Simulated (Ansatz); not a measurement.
# Fitting and testing ρ(T) of AlV2C (P6_3/mmc)

Aim: condense the phonon-limited resistivity of AlV2C (P6_3/mmc) into a transport Debye temperature and an amplitude, and test the fit on a temperature held back.

The resistivities were computed with Ansatz 0.2.0 (DFT PBE, scalar-relativistic, plane waves, PAW; PAW set soft_1) from the linearised Boltzmann equation with harmonic phonons, on q 6×6×1, k 12×12×3, scattering 24×24×8; the fit below is done by hand on them.

## Step 1: What is given

The structure is hexagonal, space group P6_3/mmc (No. 194). Conventional cell: a = 2.904 Å, b = 2.904 Å, c = 13.134 Å, α = 90.00°, β = 90.00°, γ = 120.00°. Al on site c is surrounded by 6 V at 2.74 Å and 6 Al at 2.90 Å. Around V on site f lie 3 C at 2.02 Å and 3 Al at 2.74 Å. C on site a is surrounded by 6 V at 2.02 Å.

This is the relaxed cell of the run, from steps not shown here.

The mean resistivity of the three axes from 50 to 800 K, with one row held back; the colder rows stay outside the fit and test it at the end:

```csv
T (K),ρ (μΩ cm)
50,0.1698
80,1.315
100,2.823
150,8.185
200,?
273,23.68
300,27.10
400,39.45
500,51.14
600,62.11
800,82.25
```

The q mesh has one point along an axis, so branches along it are rough. The resistivity is not converged: the component that moves most changes by 11 % between the two finest meshes at 300 K.

## Step 2: The fit

Bloch and Grüneisen's form is ρ(T) = A (T/Θ)⁵ J₅(Θ/T), with J₅(z) the integral of x⁵/((eˣ − 1)(1 − e⁻ˣ)) from 0 to z. It goes as T⁵ far below Θ and as A T/(4Θ) far above. For a trial Θ the best A is the geometric mean of ρ/[(T/Θ)⁵ J₅] over the rows, and the scatter of that ratio measures the fit:

```csv
Θ (K),A (μΩ cm),scatter (%)
334,93.74,53.4
444,153.8,26.3
500,193.7,12.9
556,241.0,1.1
612,296.8,12.5
696,398.7,30.0
834,623.4,55.8
```

The scatter is least at Θ = 556 K, with A = 241.0 μΩ cm (1.1 % r.m.s.).

```csv
T (K),computed,fit
50,0.1698,0.1704
80,1.315,1.301
100,2.823,2.815
150,8.185,8.258
273,23.68,23.70
300,27.10,27.03
400,39.45,39.01
500,51.14,50.63
600,62.11,62.01
800,82.25,84.41
```

## Step 3: The row held back

At T = 200 K, Θ/T = 2.780, J₅ = 10.01 and (T/Θ)⁵ = 0.006022, so the fit gives 14.53 μΩ cm. The computed value is 14.38 μΩ cm: the fit is off by +0.99 %. Outside its range, at 20 K, it gives 0.00181 against 0.00172 μΩ cm computed, 1.05 times that; at that temperature the run's own test moves by 29 % between meshes in the component that moves most. Among the rows used, the largest miss is +2.6 %, at 800 K.

## Step 4: Reading Θ and A

Θ = 556 K is 1.42 times ħω_log/k_B (391 K) and 0.54 of the highest phonon frequency (1027 K). The high-temperature slope of the fit, A/(4Θ), is 0.108 μΩ cm/K. The same slope from the run's transport coupling and plasma energy, 2π k_B λ_tr/(ħ ε₀ ω_p²) with λ_tr = 0.300, 0.300, 0.277 (xx, yy, zz) and ħω_p = 4.48, 4.48, 2.26 (xx, yy, zz) eV, is 0.113 μΩ cm/K in the mean of the axes, +4.2 % from it. For comparison, the computed rows rise by 0.101 μΩ cm/K between the two hottest.

## Step 5: Results

| Property | Result |
| --- | --- |
| Θ | 556 K |
| A | 241.0 μΩ cm |
| scatter of the fit | 1.1 % |
| held-back row at 200 K, fit against computed | 14.53 against 14.38 μΩ cm |

What this shows: Two numbers, Θ = 556 K and A = 241 μΩ cm, hold the computed ρ(T) from 50 to 800 K within 1.05 % r.m.s. and predict the held-back row within 0.99 %. By the run's own test the resistivity at 300 K moves by 11 % between its two finest scattering meshes, in the component that moves most. The mean hides an anisotropy: at 300 K the components are 13.8, 13.8, 53.8 (xx, yy, zz) μΩ cm. The fit describes the calculation: impurities, thermal expansion, changes of phase and anharmonicity are in neither.

[Logs are printed without paths, hosts, clocks, repeated set-up lines and the standing remarks that a program may print on its own settings, such as how far it seeks lower states.]

[Hosts, paths, dates, database ids (printed as entryN), source tags and the programs' standing remarks are cut or masked in the printed files.]
